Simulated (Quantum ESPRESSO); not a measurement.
# MgS (Niningerite): from strain to phonon shift

Wanted: the shift of the optical mode of MgS (Niningerite) in a strained (001) layer.

Program: Quantum ESPRESSO 7.5. Level of theory: DFT LDA, scalar-relativistic, plane waves, GBRV ultrasoft pseudopotentials. Results are calculated unless marked as measured.

## (1) Set-up

The structure is cubic, space group Fm-3m (No. 225). Conventional cell: a = 5.128 Å, b = 5.128 Å, c = 5.128 Å, α = 90.00°, β = 90.00°, γ = 90.00°. Nearest to Mg lie 6 S at 2.56 Å. Nearest to S lie 6 Mg at 2.56 Å. Farther neighbours and most contacts between anions are not listed.

As a file:

```xyz
2
Lattice="-2.5640 0.0000 2.5640 0.0000 2.5640 2.5640 -2.5640 2.5640 0.0000" Properties=species:S:1:pos:R:3 pbc="T T T"
Mg    0.0000    0.0000    0.0000
S    -2.5640    2.5640    2.5640
```

This is the cell after its relaxation at this level of theory, not the database cell from which that began.

## (2) Uniaxial strain

The relaxed cell is stretched along z alone. This keeps all atoms on sites fixed by symmetry and splits the threefold mode into a singlet, polarised along z, and a doublet. The macroscopic field is left out, so these are transverse modes. Cutoff 55 Ry, k mesh 8×8×8.

From the response at ε_zz = 0.01:

The program printed:

```text
[banners, grids, parts of the stress and lines that vanish by symmetry left out]
Program PHONON v.7.5
     Reading xml data from directory:

[...]
Exchange-correlation= PZ
                           (   1   1   0   0   0   0   0)
[...]
kinetic-energy cut-off    =      55.0000  Ry
     charge density cut-off    =     440.0000  Ry
     convergence threshold     =      1.0E-18
[...]
Exchange-correlation= PZ
                           (   1   1   0   0   0   0   0)
[...]
q = (   0.0000000   0.0000000   0.0000000 )
     17 Sym.Ops. (with q -> -q+G )
     G cutoff =  528.5835  (  35781 G-vectors)     FFT grid: ( 45, 45, 45)
     G cutoff =  264.2918  (  12643 G-vectors)  smooth grid: ( 36, 36, 36)
     number of k points=    59
[...]
Mode symmetry, D_4h(4/mmm) point group:
[...]
Representation #   1 mode #   1
[...]
End of self-consistent calculation
     Convergence has been achieved
     Representation #   2 mode #   2
[...]
End of self-consistent calculation
     Convergence has been achieved
     Representation #   3 modes #   3   4
[...]
End of self-consistent calculation
     Convergence has been achieved
     Representation #   4 modes #   5   6
[...]
End of self-consistent calculation
     Convergence has been achieved
[...]
q = (    0.000000000   0.000000000   0.000000000 )
[...]
freq (    1) =      -0.366841 [THz] =     -12.236491 [cm-1]
     freq (    2) =      -0.356646 [THz] =     -11.896438 [cm-1]
     freq (    3) =      -0.356646 [THz] =     -11.896438 [cm-1]
     freq (    4) =       6.838677 [THz] =     228.113712 [cm-1]
     freq (    5) =       7.607002 [THz] =     253.742266 [cm-1]
     freq (    6) =       7.607002 [THz] =     253.742266 [cm-1]
[...]
Mode symmetry, D_4h(4/mmm) point group:
     freq (   1-   1) =        -12.2  [cm-1]   --> A_2u X_4' M_4'  I
     freq (   2-   3) =        -11.9  [cm-1]   --> E_u  X_5' M_5'  I
     freq (   4-   4) =        228.1  [cm-1]   --> A_2u X_4' M_4'  I
     freq (   5-   6) =        253.7  [cm-1]   --> E_u  X_5' M_5'  I

   JOB DONE.
```

```
  ε_zz  singlet (cm⁻¹)  doublet (cm⁻¹)  σ_zz (GPa)  σ_xx (GPa)
 -0.01          276.58          250.53      -1.782      -0.475
-0.005          264.42          251.43      -0.883      -0.253
     0          252.26          252.26      -0.036      -0.036
 0.005          240.24          253.07       0.762       0.176
  0.01          228.11          253.74       1.514       0.384
```

Stress is counted positive in tension.

## (3) The fit

To first order ω² − ω₀² = p ε_zz + q (ε_xx + ε_yy) for the mode along z, and likewise for x and y. With ε_zz alone the singlet gives p and the doublet q.

The linear terms of parabolas through ω² are p = -19.21 ω₀² and q = 1.28 ω₀², with ω₀ = 252.3 cm⁻¹. Those of the stresses are C11 = 165 GPa and C12 = 43 GPa. Under hydrostatic strain p and q imply γ = −(p + 2q)/(6 ω₀²) = 2.78.

A layer held to an in-plane strain ε and free along z takes ε_zz = −2 (C12/C11) ε = -0.521 ε. To first order the singlet then shifts by (q − p C12/C11) ε / ω₀ = 1585 ε cm⁻¹. For ε = -0.006, ε_zz = 0.00313, the formulas for ω² predict 242.56 cm⁻¹ for the singlet and 265.96 cm⁻¹ for the doublet.

## (4) A biaxially strained cell

This run was no part of the fit.

The program printed:

```text
[banners, grids, parts of the stress and lines that vanish by symmetry left out]
[banner, memory and clock lines left out]
Program PHONON v.7.5

[...]
Exchange-correlation= PZ
                           (   1   1   0   0   0   0   0)
[...]
kinetic-energy cut-off    =      55.0000  Ry
     charge density cut-off    =     440.0000  Ry
     convergence threshold     =      1.0E-18
[...]
Exchange-correlation= PZ
                           (   1   1   0   0   0   0   0)
[...]
q = (   0.0000000   0.0000000   0.0000000 )
     17 Sym.Ops. (with q -> -q+G )
     G cutoff =  521.8341  (  35189 G-vectors)     FFT grid: ( 45, 45, 45)
     G cutoff =  260.9171  (  12403 G-vectors)  smooth grid: ( 36, 36, 36)
     number of k points=    59
[...]
Mode symmetry, D_4h(4/mmm) point group:
[...]
Representation #   1 mode #   1
[...]
End of self-consistent calculation
     Convergence has been achieved
     Representation #   2 mode #   2
[...]
End of self-consistent calculation
     Convergence has been achieved
     Representation #   3 modes #   3   4
[...]
End of self-consistent calculation
     Convergence has been achieved
     Representation #   4 modes #   5   6
[...]
End of self-consistent calculation
     Convergence has been achieved
[...]
q = (    0.000000000   0.000000000   0.000000000 )
[...]
freq (    1) =      -0.331454 [THz] =     -11.056119 [cm-1]
     freq (    2) =      -0.316827 [THz] =     -10.568205 [cm-1]
     freq (    3) =      -0.316827 [THz] =     -10.568205 [cm-1]
     freq (    4) =       7.273603 [THz] =     242.621270 [cm-1]
     freq (    5) =       7.985614 [THz] =     266.371423 [cm-1]
     freq (    6) =       7.985614 [THz] =     266.371423 [cm-1]
[...]
Mode symmetry, D_4h(4/mmm) point group:
     freq (   1-   1) =        -11.1  [cm-1]   --> A_2u X_4' M_4'  I
     freq (   2-   3) =        -10.6  [cm-1]   --> E_u  X_5' M_5'  I
     freq (   4-   4) =        242.6  [cm-1]   --> A_2u X_4' M_4'  I
     freq (   5-   6) =        266.4  [cm-1]   --> E_u  X_5' M_5'  I
```

```
   mode  predicted (cm⁻¹)  run (cm⁻¹)
singlet            242.56      242.62
doublet            265.96      266.37
```

The stress along z is -0.042 GPa and that in the plane -1.192 GPa; the unstrained cell carries -0.036 GPa.

## (5) Summary of results

```json
{
 "p (in units of the squared frequency)": "-19.21",
 "q (same units)": "1.278",
 "shift of the singlet per unit of biaxial strain": "1585 cm⁻¹",
 "C11 and C12": "165 and 43 GPa"
}
```

To first order, one per cent of tensile biaxial strain moves the singlet of MgS (Niningerite) by 15.9 cm⁻¹ and the doublet by -23.5 cm⁻¹; the formulas miss the test run by up to 0.41 cm⁻¹. In the rock-salt structure this mode is infrared active and has no first-order Raman line. The third potential, r, needs shear strain, which was not run. The acoustic modes of the response miss zero by 12 cm⁻¹, a numerical error that can touch the optical modes as well. These are harmonic values at zero temperature.

[Host names and launcher messages were left out of these logs when they were recorded.]

[Logs are printed without paths, hosts, clocks, repeated set-up lines and the standing remarks that a program may print on its own settings, such as how far it seeks lower states.]

[Hosts, paths, dates, database ids (printed as entryN), source tags and the programs' standing remarks are cut or masked in the printed files.]
